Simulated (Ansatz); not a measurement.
Planning a GW calculation on MoS2 (P6_3/mmc).

The database entry behind the starting cell differs from later determinations by our own check (about 0.3 % long), so it need not match the best structure at ambient conditions.

The structure is hexagonal, space group P6_3/mmc (No. 194). Conventional cell: a = 3.169 Å, b = 3.169 Å, c = 12.324 Å, α = 90.00°, β = 90.00°, γ = 120.00°. Nearest to Mo lie 6 S at 2.41 Å. S has 3 Mo at 2.41 Å nearest. Farther neighbours and most contacts between anions are not listed.

```xyz
6
Lattice="3.1690 0.0000 0.0000 -1.5845 2.7444 0.0000 0.0000 0.0000 12.3240" Properties=species:S:1:pos:R:3 pbc="T T T"
Mo    0.0000    1.8296    3.0810
Mo    1.5845    0.9148    9.2430
S     0.0000    1.8296    7.6779
S     1.5845    0.9148    1.5159
S     0.0000    1.8296   10.8081
S     1.5845    0.9148    4.6461
```

The cell and positions come from the Crystallography Open Database and are kept as given unless a step says otherwise. PAW set soft_2, made with PBE.

Runs so far (Ansatz 0.2.0, start PBE, default PAW files, 6×6×2 mesh). Times are wall times on 1 × NVIDIA H100 80GB HBM3 (shared by 3 runs) with 3 threads of AMD EPYC 7R13 (Zen 3), shared host, good to a factor of about two.

```tsv
bands summed	cutoff (eV)	gap on the mesh (eV)	time
165	69	1.166	21 s
420	138	1.235	16 s
```

Q: What should the next rung give, with 874 bands and screening to 230 eV, and where is the limit?

The error falls about as one over the bands when the cutoff rises with them. A line through the two highest rungs given predicts 1.259 eV; the run gave 1.264 eV, close to it. The two highest rungs put the limit near 1.291 eV, the pair below near 1.280 eV; their difference is a rough measure of what is unsettled in bands and cutoff; the mesh is a separate error.

Gaps are over the mesh's points; an edge off the mesh would be missed. Limits: not at the basis limit; no spin-orbit coupling; coarse k mesh.

[Paths, hosts, dates, memory and timing lines, banners, echoed tables and standing remarks are left out of the program output.]

[Logs are printed without paths, hosts, clocks, repeated set-up lines and the standing remarks that a program may print on its own settings, such as how far it seeks lower states.]

[Runs of the session that timed out or met a known fault of the program may be left out.]

[Cells called generated may have been cut or substituted from an entry of the Crystallography Open Database or the Materials Project.]

[Hosts, paths, dates, database ids (printed as entryN), source tags and the programs' standing remarks are cut or masked in the printed files.]
